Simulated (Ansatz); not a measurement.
# CsHfI3 (built on the sites of a database entry of CsSnBr3): phonons and vibrational spectra

How does CsHfI3 (built on the sites of a database entry of CsSnBr3) vibrate, and is this structure a minimum?

Calculated with Ansatz 0.2.0; DFT PBE, scalar-relativistic, plane waves, norm-conserving pseudopotentials.

The structure was built from a prototype and need not be the compound's stable phase.

## (1) Set-up

The structure is cubic, space group Pm-3m (No. 221). Conventional cell: a = 6.194 Å, b = 6.194 Å, c = 6.194 Å, α = 90.00°, β = 90.00°, γ = 90.00°. Nearest to Cs lie 12 I at 4.38 Å. Nearest to Hf lie 6 I at 3.10 Å. Nearest to I lie 2 Hf at 3.10 Å and 4 Cs at 4.38 Å. Farther neighbours and most contacts between anions are not listed.

## (2) Relaxation

Harmonic phonons are second derivatives at a point where the forces vanish, and they are wanted at zero stress, so atoms and cell are relaxed first.

input.yaml reads:

```yaml
crystal:
  lattice:
    - [6.1939, 0.0, 0.0]
    - [0.0, 6.1939, 0.0]
    - [0.0, 0.0, 6.1939]
  atoms:
    - { symbol: Cs, position: [0.0, 0.0, 0.0] }
    - { symbol: Hf, position: [0.5, 0.5, 0.5] }
    - { symbol: I, position: [0.5, 0.0, 0.5] }
    - { symbol: I, position: [0.5, 0.5, 0.0] }
    - { symbol: I, position: [0.0, 0.5, 0.5] }
kpoints:
  mp_grid: { grid: [6, 6, 6] }
hamiltonian:
  xc: pbe
  pseudopotentials: { kind: nc }
scf:
  occupations: { method: gaussian, width: 0.1 }
output:
  forces: true
  stress: true
  eigenvalues: true
relax:
  adjacent_minimum: "off"
  f_tol: 0.005
  max_steps: 80
  cell: { stress_tol: 0.05 }
```

Run with:

```sh
> ansatz run input.yaml --threads 8 --pin off --max-ram 14336MiB --backend cpu --events-out ev --progress --plain --runs-dir out
```

Numbers of over 12 decimals in the logs are rounded to 6 here.

Log:

```text
Engine: ansatz 0.2.0, aarch64-unknown-linux-gnu
Pseudopotentials: kind: nc
Pseudopotential: Cs, nc, valence charge 9, recommended cutoff 680.284656 eV (normal), Cs.nc.azcp
Pseudopotential: Hf, nc, valence charge 26, recommended cutoff 1143 eV (normal), Hf.nc.azcp
Pseudopotential: I, nc, valence charge 7, recommended cutoff 952.398519 eV (normal), I.nc.azcp
Functional definition: PBE
  parameter kappa = 0.804
  parameter beta = 0.066725
  exchange = pbe_x(kappa = kappa, mu = beta*pi^2/3)
  correlation = pbe_c(beta = beta)
Crystal: 5 atoms, lattice volume = 237.625 Å³
Basis set: ecut = 1143 eV, 20815 PW (Γ), exchange–correlation on 144×144×144 points (8 copies of the dense FFT grid, shifted against one another)
Bands: 34, of which v1, the nominal top of the filled ones, is band 28 counted from 1 (27 counted from 0)
Symmetry: 48 space group operations
Space group: Pm-3m (ITA 221), of the structure as read, at distance tolerance 6.2e-5 Å
k-points: 20 of 216
Non-local potential: Cs, projectors of the file, l = 0: 2, l = 1: 2, l = 2: 2, l = 3: 2
Non-local potential: Hf, projectors of the file, l = 0: 2, l = 1: 2, l = 2: 2, l = 3: 2
Non-local potential: I, projectors of the file, l = 0: 2, l = 1: 2, l = 2: 2, l = 3: 2
Initial density: superposition of atomic densities (chi_scale 0.1, normalization cell, long waves kept (reshape's long-wave potential 0.00 eV rms))
Initial wavefunctions: pseudopotential atomic-orbital guess
Functional: x = pbe(κ = 0.804, μ = 0.219515), c = pbe(β = 0.066725)
SCF iter   1: F=—  HF=-8938.267007 eV  |F-HF|=—  |Δ(HF+E_count)|=         —  Δρ=5.44e-2  dr2=1.86e1  ethr=3.10e-3  ⟨swp⟩=8.3  Hψ=3220  notcnv=0
preconditioner: auto → LDOS  [metal: Δε(μ)=0.024 eV  Ē_g=7.014 eV  σ=0.100 eV  W_gap=0.13  n_scr=32 (ndim 8)  ℏωp=13.6 eV  f_vac=0.021  D(μ)=6.99/eV (n_scr^D=56)  β→1.0]
SCF iter   2: F=—  HF=-8935.061882 eV  |F-HF|=—  |Δ(HF+E_count)|=    3.21e0  Δρ=2.15e-2  dr2=1.96e0  ethr=3.10e-3  ⟨swp⟩=4.2  Hψ=1746  notcnv=0  defer=8
SCF iter   3: F=—  HF=-8934.731592 eV  |F-HF|=—  |Δ(HF+E_count)|=   3.30e-1  Δρ=1.07e-2  dr2=4.61e-1  ethr=3.10e-3  ⟨swp⟩=3.4  Hψ=1465  notcnv=0  defer=8
SCF iter   4: F=—  HF=-8934.634788 eV  |F-HF|=—  |Δ(HF+E_count)|=   9.68e-2  Δρ=4.82e-3  dr2=9.74e-2  ethr=8.23e-4  ⟨swp⟩=3.2  Hψ=1446  notcnv=0  defer=10
SCF iter   5: F=—  HF=-8934.622386 eV  |F-HF|=—  |Δ(HF+E_count)|=   1.24e-2  Δρ=9.14e-4  dr2=2.35e-3  ethr=1.74e-4  ⟨swp⟩=3.2  Hψ=1310  notcnv=0  defer=9
SCF iter   6: F=—  HF=-8934.622464 eV  |F-HF|=—  |Δ(HF+E_count)|=   7.81e-5  Δρ=1.97e-4  dr2=7.59e-5  ethr=4.19e-6  ⟨swp⟩=2.2  Hψ=1187  notcnv=0  defer=9
SCF iter   7: F=—  HF=-8934.622761 eV  |F-HF|=—  |Δ(HF+E_count)|=   2.97e-4  Δρ=2.70e-5  dr2=2.28e-6  ethr=1.35e-7  ⟨swp⟩=2.4  Hψ=1199  notcnv=0  defer=9
SCF iter   8: F=-8934.622761 eV  HF=-8934.622761 eV  |F-HF|=4.02e-8  |Δ(HF+E_count)|=   1.34e-7  Δρ=5.87e-6  dr2=5.72e-8  ethr=1.79e-10  ⟨swp⟩=11.6  Hψ=4952  notcnv=0
SCF 1 converged in 8 iterations: F = -8934.622761 eV  dr2 = 5.72e-8
relax step   1: F+E_penalty+E_count = -8934.62276097 eV  Δ(F+E_penalty+E_count) = +0.000e0 eV  max|allowed force component| = 2.688e-27 eV/Å  Δτ_max = 0.0000 Å  P = -2.481 GPa  Ω = 237.625 Å³  (8 SCF iters, dr2 threshold 1.00e-7 eV, accepted)
Crystal: 5 atoms, lattice volume = 221.402 Å³
Basis set: ecut = 1143 eV, 19549 PW (Γ), exchange–correlation on 144×144×144 points (8 copies of the dense FFT grid, shifted against one another)
Initial density: handed on by an earlier stage of this run
Initial wavefunctions: those handed on with the density
iter 1 solved again at ethr=2.06e-4 eV; its pass at ethr=3.10e-3 eV (dr2=1.15e-1 eV) is discarded
SCF iter   1: F=—  HF=-8934.866704 eV  |F-HF|=—  |Δ(HF+E_count)|=         —  Δρ=4.16e-3  dr2=1.10e-1  ethr=2.06e-4  ⟨swp⟩=1.7  Hψ=4289  notcnv=0
preconditioner: auto → LDOS  [metal: Δε(μ)=0.038 eV  Ē_g=10.506 eV  σ=0.100 eV  W_gap=0.21  n_scr=32 (ndim 8)  ℏωp=16.9 eV  f_vac=0.050  D(μ)=4.73/eV (n_scr^D=26)  β→1.0]
SCF iter   2: F=—  HF=-8934.842178 eV  |F-HF|=—  |Δ(HF+E_count)|=   2.45e-2  Δρ=1.96e-3  dr2=2.50e-2  ethr=1.96e-4  ⟨swp⟩=1.9  Hψ=748  notcnv=0
SCF iter   3: F=—  HF=-8934.837475 eV  |F-HF|=—  |Δ(HF+E_count)|=   4.70e-3  Δρ=8.17e-4  dr2=2.35e-3  ethr=4.47e-5  ⟨swp⟩=2.6  Hψ=1038  notcnv=0
SCF iter   4: F=—  HF=-8934.837011 eV  |F-HF|=—  |Δ(HF+E_count)|=   4.64e-4  Δρ=3.17e-4  dr2=2.29e-4  ethr=4.19e-6  ⟨swp⟩=2.3  Hψ=1352  notcnv=0
SCF iter   5: F=—  HF=-8934.837375 eV  |F-HF|=—  |Δ(HF+E_count)|=   3.65e-4  Δρ=5.87e-5  dr2=8.52e-6  ethr=4.08e-7  ⟨swp⟩=2.1  Hψ=1163  notcnv=0
SCF iter   6: F=-8934.837378 eV  HF=-8934.837378 eV  |F-HF|=9.11e-8  |Δ(HF+E_count)|=   3.13e-6  Δρ=7.70e-6  dr2=6.44e-8  ethr=8.93e-10  ⟨swp⟩=11.5  Hψ=4740  notcnv=0
SCF 2 converged in 6 iterations: F = -8934.837378 eV  dr2 = 6.44e-8
relax step   2: F+E_penalty+E_count = -8934.83737837 eV  Δ(F+E_penalty+E_count) = -2.146e-1 eV  max|allowed force component| = 5.380e-28 eV/Å  Δτ_max = 0.0000 Å  P = -1.672 GPa  Ω = 221.402 Å³  energy of the carried Pulay correction = +1.011e-3 eV  (6 SCF iters, dr2 threshold 5.00e-7 eV, accepted)
Crystal: 5 atoms, lattice volume = 194.111 Å³
Basis set: ecut = 1143 eV, 17071 PW (Γ), exchange–correlation on 144×144×144 points (8 copies of the dense FFT grid, shifted against one another)
iter 1 solved again at ethr=6.08e-4 eV; its pass at ethr=3.10e-3 eV (dr2=3.40e-1 eV) is discarded
SCF iter   1: F=—  HF=-8935.042813 eV  |F-HF|=—  |Δ(HF+E_count)|=         —  Δρ=8.40e-3  dr2=3.37e-1  ethr=6.08e-4  ⟨swp⟩=1.0  Hψ=4606  notcnv=0
preconditioner: auto → LDOS  [metal: Δε(μ)=0.070 eV  Ē_g=10.819 eV  σ=0.100 eV  W_gap=0.36  n_scr=32 (ndim 8)  ℏωp=18.1 eV  f_vac=0.029  D(μ)=7.85/eV (n_scr^D=80)  β→1.0]
SCF iter   2: F=—  HF=-8934.987489 eV  |F-HF|=—  |Δ(HF+E_count)|=   5.53e-2  Δρ=5.60e-3  dr2=1.68e-1  ethr=6.02e-4  ⟨swp⟩=1.3  Hψ=694  notcnv=0
SCF iter   3: F=—  HF=-8934.953081 eV  |F-HF|=—  |Δ(HF+E_count)|=   3.44e-2  Δρ=2.60e-3  dr2=2.56e-2  ethr=3.00e-4  ⟨swp⟩=3.1  Hψ=1094  notcnv=0  defer=1
SCF iter   4: F=—  HF=-8934.949765 eV  |F-HF|=—  |Δ(HF+E_count)|=   3.32e-3  Δρ=1.03e-3  dr2=2.87e-3  ethr=4.56e-5  ⟨swp⟩=2.6  Hψ=1227  notcnv=0  defer=1
SCF iter   5: F=—  HF=-8934.949470 eV  |F-HF|=—  |Δ(HF+E_count)|=   2.95e-4  Δρ=2.59e-4  dr2=1.73e-4  ethr=5.12e-6  ⟨swp⟩=2.0  Hψ=1150  notcnv=0  defer=1
SCF iter   6: F=—  HF=-8934.949814 eV  |F-HF|=—  |Δ(HF+E_count)|=   3.44e-4  Δρ=3.98e-5  dr2=5.74e-6  ethr=3.08e-7  ⟨swp⟩=3.0  Hψ=1284  notcnv=0  defer=5
SCF iter   7: F=-8934.949813 eV  HF=-8934.949813 eV  |F-HF|=5.49e-8  |Δ(HF+E_count)|=   6.86e-7  Δρ=6.41e-6  dr2=8.44e-8  ethr=8.93e-10  ⟨swp⟩=10.7  Hψ=4477  notcnv=0
SCF 3 converged in 7 iterations: F = -8934.949813 eV  dr2 = 8.44e-8
relax step   3: F+E_penalty+E_count = -8934.94981332 eV  Δ(F+E_penalty+E_count) = -1.124e-1 eV  max|allowed force component| = 2.457e-28 eV/Å  Δτ_max = 0.0000 Å  P = +0.763 GPa  Ω = 194.111 Å³  energy of the carried Pulay correction = +2.884e-3 eV  (7 SCF iters, dr2 threshold 5.00e-7 eV, accepted)
[...]
relax step   4: F+E_penalty+E_count = -8934.96197070 eV  Δ(F+E_penalty+E_count) = -1.216e-2 eV  max|allowed force component| = 2.991e-28 eV/Å  Δτ_max = 0.0000 Å  P = -0.200 GPa  Ω = 201.910 Å³  energy of the carried Pulay correction = +2.325e-3 eV  (6 SCF iters, dr2 threshold 5.00e-7 eV, accepted)
[...]
relax step   5: F+E_penalty+E_count = -8934.96323644 eV  Δ(F+E_penalty+E_count) = -1.266e-3 eV  max|allowed force component| = 5.383e-28 eV/Å  Δτ_max = 0.0000 Å  P = +0.015 GPa  Ω = 199.989 Å³  energy of the carried Pulay correction = +2.461e-3 eV  (6 SCF iters, dr2 threshold 1.00e-7 eV, accepted)
Initial wavefunctions: pseudopotential atomic-orbital guess (no wavefunctions were taken with the density)
iter 1 solved again at ethr=4.67e-7 eV; its pass at ethr=3.10e-3 eV (dr2=2.62e-4 eV) is discarded
SCF iter   1: F=—  HF=-8934.961504 eV  |F-HF|=—  |Δ(HF+E_count)|=         —  Δρ=8.20e-5  dr2=7.62e-7  ethr=4.67e-7  ⟨swp⟩=4.9  Hψ=5579  notcnv=0
preconditioner: auto → LDOS  [metal: Δε(μ)=0.061 eV  Ē_g=10.744 eV  σ=0.100 eV  W_gap=0.33  n_scr=32 (ndim 8)  ℏωp=17.8 eV  f_vac=0.036  D(μ)=7.12/eV (n_scr^D=56)  β→1.0]
SCF iter   2: F=—  HF=-8934.961821 eV  |F-HF|=—  |Δ(HF+E_count)|=   3.17e-4  Δρ=1.22e-5  dr2=5.91e-8  ethr=1.36e-9  ⟨swp⟩=3.3  Hψ=1717  notcnv=0
SCF iter   3: F=—  HF=-8934.961821 eV  |F-HF|=—  |Δ(HF+E_count)|=   8.75e-9  Δρ=1.36e-6  dr2=3.15e-9  ethr=1.05e-10  ⟨swp⟩=2.1  Hψ=1219  notcnv=0
SCF iter   4: F=—  HF=-8934.961821 eV  |F-HF|=—  |Δ(HF+E_count)|=  1.26e-10  Δρ=3.73e-7  dr2=4.54e-10  ethr=5.62e-12  ⟨swp⟩=2.1  Hψ=1181  notcnv=0
SCF iter   5: F=—  HF=-8934.961821 eV  |F-HF|=—  |Δ(HF+E_count)|=  1.02e-10  Δρ=1.64e-7  dr2=9.65e-11  ethr=1.00e-12  ⟨swp⟩=2.0  Hψ=1010  notcnv=0
SCF iter   6: F=-8934.961821 eV  HF=-8934.961821 eV  |F-HF|=2.55e-11  |Δ(HF+E_count)|=  2.18e-11  Δρ=5.12e-8  dr2=1.30e-11  ethr=1.00e-12  ⟨swp⟩=9.4  Hψ=3560  notcnv=0
SCF 6 converged in 6 iterations: F = -8934.961821 eV  dr2 = 1.30e-11
relax step   6: F+E_penalty+E_count = -8934.96182093 eV  Δ(F+E_penalty+E_count) = +1.416e-3 eV  max|allowed force component| = 6.437e-29 eV/Å  Δτ_max = 0.0000 Å  P = +0.007 GPa  Ω = 199.989 Å³  stress off target by 6.89e-3 GPa  SCF on the basis re-selected at this cell (its energy is not comparable with the rows above)  (6 SCF iters)
basis re-selected at this cell: Δ(F+E_penalty+E_count) = +1.416e-3 eV, ΔP = -0.008 GPa vs the last step (what re-selecting the basis moved, of the pressure what is left beyond the Pulay correction that the steps carried, after the strain that the cell walked since its last selection, with what the two solves' SCF thresholds leave and, on support functions, any second-order correction that the steps lacked; it is no m [...]
SCF converged after 6 iterations
Free energy (F): -8934.961821 eV
Harris-Foulkes:  -8934.961821 eV  (|F-HF|=2.55e-11)
Internal energy: -8934.926227 eV  (E = F + TS)
E sigma→0 (E₀):  -8934.944024 eV
Entropy (-TS):   -0.035594 eV (-7.119 meV/atom)
Fermi energy:    8.184810 eV
--- Per-component energies (eV) ---
  E_band       = -344.162983
  E_kinetic    = 4190.140788
  E_local      = -10252.874234  (includes V_loc(G=0)·N_el)
  E_nonlocal   = -1033.178726
  E_hartree    = 3928.806396
  E_xc         = -1536.965598
  E_vxc        = -1105.863902  (∫ρ·V_xc dr)
  E_ewald      = -4230.854854
  E_smearing   = -0.035594  (= −TS)
  E_closure    = -0.000000  (closes the sum)
  Σ components = -8934.961821   (vs F -8934.961821, Δ=0.00e0)
--- Forces (eV/Å), atoms counted from 1 ---
  atom   1  Cs    -0.00000000    -0.00000000    -0.00000000
  atom   2  Hf    -0.00000000    -0.00000000    -0.00000000
  atom   3  I      0.00000000     0.00000000    -0.00000000
  atom   4  I      0.00000000    -0.00000000     0.00000000
  atom   5  I     -0.00000000    -0.00000000    -0.00000000
  max |Σ_I F_I| component: 2.38e-28 eV/Å
--- Stress (GPa, compression-positive) ---
        0.006893       0.000000      -0.000000
        0.000000       0.006893      -0.000000
       -0.000000      -0.000000       0.006893
  P = ⅓ Tr σ = 0.0069 GPa (0.069 kbar)
--- Band table (eV; the first three rows and the last of 20) ---
  k-point 0: bands = [... 24 lower, 4.5907, 4.5907, 4.5907, 7.1546, 7.1546, 7.1546, 7.6743, 8.6208, ... 2 higher]
  k-point 1: bands = [... 24 lower, 4.1383, 4.4900, 4.4900, 7.1752, 7.5086, 7.5086, 7.9783, 8.6313, ... 2 higher]
  k-point 2: bands = [... 24 lower, 3.8982, 4.3740, 4.3740, 7.2179, 8.1201, 8.2154, 8.2154, 8.6448, ... 2 higher]
  k-point 19: bands = [... 24 lower, 4.9305, 4.9305, 4.9305, 9.1758, 9.1758, 9.1758, 9.6754, 9.9539, ... 2 higher]
--- Relaxed structure (5 steps of the walk, 5 accepted, 1 SCFs on fresh bases) ---
  F+E_penalty+E_count = -8934.96182093 eV   max|allowed force component| = 6.437e-29 eV/Å   (the final SCF, on the basis selected at the relaxed cell)
  cell:  # Å, volume = 199.9888 Å³
    - [5.847926, 0, 0]
    - [0, 5.847926, 0.0]
    - [0, 0, 5.847926]
  atoms:
    - { symbol: Cs, position: [0, 0, 0] }
    - { symbol: Hf, position: [0.5, 0.5, 0.5] }
    - { symbol: I, position: [0.5, 0, 0.5] }
    - { symbol: I, position: [0.5, 0.5, 0] }
    - { symbol: I, position: [0, 0.5, 0.5] }
```

Run time: 43 s. Hardware: 8 threads of Arm Neoverse V1, shared host; peak memory 2.3 GiB.

Step by step:

| step | energy less that of the first step (eV) | largest force component (eV/Å) | pressure (GPa) | volume (Å³) |
| --- | --- | --- | --- | --- |
| 1 | 0.0000 | 0.0000 | -2.48 | 237.63 |
| 2 | -0.2146 | 0.0000 | -1.67 | 221.40 |
| 3 | -0.3271 | 0.0000 | 0.76 | 194.11 |
| 4 | -0.3392 | 0.0000 | -0.20 | 201.91 |
| 5 | -0.3405 | 0.0000 | 0.01 | 199.99 |
| 6* | -0.3391 | 0.0000 | 0.01 | 199.99 |

Relaxation steps marked * repeat the geometry before them on a plane-wave basis chosen anew for their cell, so energy and pressure can jump there.

The run keeps the 48 symmetry operations that it works with, so distortions that break them were not tested.

```
conventional cell, symmetrised  before  after   change
                         a (Å)   6.194  5.848   -5.6 %
                         b (Å)   6.194  5.848   -5.6 %
                         c (Å)   6.194  5.848   -5.6 %
              volume (Å³/atom)   47.53  40.00  -15.8 %
```

Final coordinates:

```xyz
5
Lattice="5.8479 0.0000 0.0000 0.0000 5.8479 0.0000 0.0000 0.0000 5.8479" Properties=species:S:1:pos:R:3 pbc="T T T"
Cs    0.0000    0.0000    0.0000
Hf    2.9240    2.9240    2.9240
I     2.9240    0.0000    2.9240
I     2.9240    2.9240    0.0000
I     0.0000    2.9240    2.9240
```

Numbers from this step:

- pressure: 0.006893 GPa
- volume per atom: 40.00 Å³
- gap on the k-mesh: 0 eV

In this step the volume went from 47.53 to 40.00 Å³/atom.

## (3) Relaxation

The relaxation is repeated from its end on the same settings, as a check that it has come to rest.

Changes to input.yaml since step 2:

```diff
@@ -2,5 +2,5 @@
   lattice:
-    - [6.1939, 0.0, 0.0]
-    - [0.0, 6.1939, 0.0]
-    - [0.0, 0.0, 6.1939]
+    - [5.8479260864, 0.0, 0.0]
+    - [0.0, 5.8479260864, 0.0]
+    - [0.0, 0.0, 5.8479260864]
   atoms:
```

Log:

```text
[...]
Crystal: 5 atoms, lattice volume = 199.989 Å³
Basis set: ecut = 1143 eV, 17461 PW (Γ), exchange–correlation on 144×144×144 points (8 copies of the dense FFT grid, shifted against one another)
Bands: 34, of which v1, the nominal top of the filled ones, is band 28 counted from 1 (27 counted from 0)
Symmetry: 48 space group operations
[...]
k-points: 20 of 216
[...]
--- Relaxed structure (1 steps of the walk, 1 accepted, 1 SCFs on fresh bases) ---
[...]
cell:  # Å, volume = 199.9888 Å³
    - [5.8479260864, 0.0, 0.0]
    - [0.0, 5.8479260864, 0.0]
    - [0.0, 0.0, 5.8479260864]
  atoms:
    - { symbol: Cs, position: [0.0, 0.0, 0.0] }
    - { symbol: Hf, position: [0.5, 0.5, 0.5] }
    - { symbol: I, position: [0.5, 0.0, 0.5] }
    - { symbol: I, position: [0.5, 0.5, 0.0] }
    - { symbol: I, position: [0.0, 0.5, 0.5] }
[key lines of the parts left out:]
SCF converged after 6 iterations
Free energy (F): -8934.961821 eV
Fermi energy:    8.184805 eV
P = ⅓ Tr σ = 0.0069 GPa (0.069 kbar)
```

Run time: 15 s. Hardware: 8 threads; peak memory 2.1 GiB.

Little changed from the start: no atom moved by 0.005 Å and no cell edge by 0.1 %.

This step gave:

```
pressure : 0.006888 GPa
```

In this step the volume went from 40.00 to 40.00 Å³/atom.

## (4) Relaxing to small forces for the phonons

Phonons need a cell at rest on their own settings, so the relaxation is repeated with tight tolerances on forces and stress, using the mesh and the filling of the phonon run that follows.

input.yaml, the sections that differ from step 3:

```yaml
scf:
  occupations: { method: methfessel_paxton, width: 0.2 }
output:
  forces: true
  stress: true
  eigenvalues: true
  write_density: true
  write_potential: true
  elf: true
  volumetric_format: npy
relax:
  adjacent_minimum: "off"
  f_tol: 0.001
  max_steps: 60
  cell: { stress_tol: 0.01 }
# crystal, kpoints, hamiltonian: as in step 3
```

Log:

```text
[...]
Crystal: 5 atoms, lattice volume = 199.989 Å³
Basis set: ecut = 1143 eV, 17461 PW (Γ), exchange–correlation on 144×144×144 points (8 copies of the dense FFT grid, shifted against one another)
Bands: 34, of which v1, the nominal top of the filled ones, is band 28 counted from 1 (27 counted from 0)
Symmetry: 48 space group operations
[...]
k-points: 20 of 216
[...]
--- Relaxed structure (3 steps of the walk, 3 accepted, 1 SCFs on fresh bases) ---
[...]
cell:  # Å, volume = 199.6777 Å³
    - [5.844892, 0, 0]
    - [0, 5.844892, 0.0]
    - [0, 0.0, 5.844892]
  atoms:
    - { symbol: Cs, position: [0, 0, 0] }
    - { symbol: Hf, position: [0.5, 0.5, 0.5] }
    - { symbol: I, position: [0.5, 0, 0.5] }
    - { symbol: I, position: [0.5, 0.5, 0] }
    - { symbol: I, position: [0, 0.5, 0.5] }
[key lines of the parts left out:]
SCF converged after 8 iterations
Free energy (F): -8934.951470 eV
Fermi energy:    8.191954 eV
P = ⅓ Tr σ = 0.0000 GPa (0.000 kbar)
```

The job ended after 29 s (8 threads; peak memory 2.1 GiB).

Little changed from the start: no atom moved by 0.005 Å and no cell edge by 0.1 %.

This step gave:

```yaml
pressure: 4.78e-5 GPa
volume_per_atom: 39.94 Å³
```

ELF in the ac plane at fractional y = 0.500, with atoms of Hf and I within 0.2 Å of it. It is the smooth field of the valence electrons, not physical close to the nuclei.

Ten even steps from '0' (0.00) to '9' (0.88), each cell a mean:
```
0015898105997300
0002799768985100
3201378999852013
8631135555421257
9974211111112589
9996312333114899
3798314545315985
0388315104315960
0498314315315971
7997313454215898
9985211111113799
9852123333321378
5411257888641125
1001589989973001
0004899437996200
0015997003998300
```
Columns run along a (5.8 Å), rows up along c (5.8 Å). Atoms in or near the plane, at fractional coordinates: Hf at (0.50, 0.50), I at (0.50, 0.00), I at (0.00, 0.50).

Valence density in the ac plane at fractional y = 0.500, with atoms of Hf and I within 0.2 Å of it. It is the smooth field of the valence electrons, not physical close to the nuclei.

Ten steps, logarithmic in the rise over the least value, from '0' (0 e/Å³) to '9' (14 e/Å³), each cell a mean:
```
0000133213321000
0000123333321000
0000112333210000
1100012222110011
2211111222111122
3322113664211233
2332237998422333
0233238969622331
1332238999622332
3332125887312233
3321112333111123
2110011222110111
0000012232210000
0000123333210000
0000133323321000
0000233102321000
```
Columns run along a (5.8 Å), rows up along c (5.8 Å). Atoms in or near the plane, at fractional coordinates: Hf at (0.50, 0.50), I at (0.50, 0.00), I at (0.00, 0.50).

Electrostatic potential energy in the ac plane at fractional y = 0.500, with atoms of Hf and I within 0.2 Å of it. With pseudopotentials it is smooth inside the atoms' cores, unlike the true potential.

Ten even steps from '_' (-98 eV) to '@' (10 eV), each cell a mean:
```
@@@@@@@@@@%%++::..--##@@@@@@@@@@
@@@@@@@@@@@@##++++**%%@@@@@@@@@@
@@@@@@@@@@@@@@%%%%%%@@@@@@@@@@@@
@@@@@@@@@@@@@@@@@@@@@@@@@@@@@@@@
@@@@@@@@@@@@@@%%%%@@@@@@@@@@@@@@
**##@@@@@@@@%%****##%%@@@@@@%%##
::==##@@@@%%**..__--##@@@@%%**--
__::**%%@@%%--______**%%@@%%++..
..--##@@@@%%==____..**%%@@%%++::
++**%%@@@@%%##==--**%%@@@@@@##++
%%%%@@@@@@@@%%%%%%%%@@@@@@@@@@%%
@@@@@@@@@@@@@@@@@@@@@@@@@@@@@@@@
@@@@@@@@@@@@@@@@%%@@@@@@@@@@@@@@
@@@@@@@@@@@@%%##**##@@@@@@@@@@@@
@@@@@@@@@@%%**--::==##@@@@@@@@@@
@@@@@@@@@@%%++..__::**@@@@@@@@@@
```
Columns run along a (5.8 Å; values clipped at the 3rd and 97th percentile), rows up along c (5.8 Å). Atoms in or near the plane, at fractional coordinates: Hf at (0.50, 0.50), I at (0.50, 0.00), I at (0.00, 0.50).

The forces vanish by symmetry and the pressure is 0.000 GPa, within the tolerances set. The cell now holds 39.94 Å³/atom.

[end of part 1 of 3]

[Logs are printed without paths, hosts, clocks, repeated set-up lines and the standing remarks that a program may print on its own settings, such as how far it seeks lower states.]

[Hosts, paths, dates, database ids (printed as entryN), source tags and the programs' standing remarks are cut or masked in the printed files.]
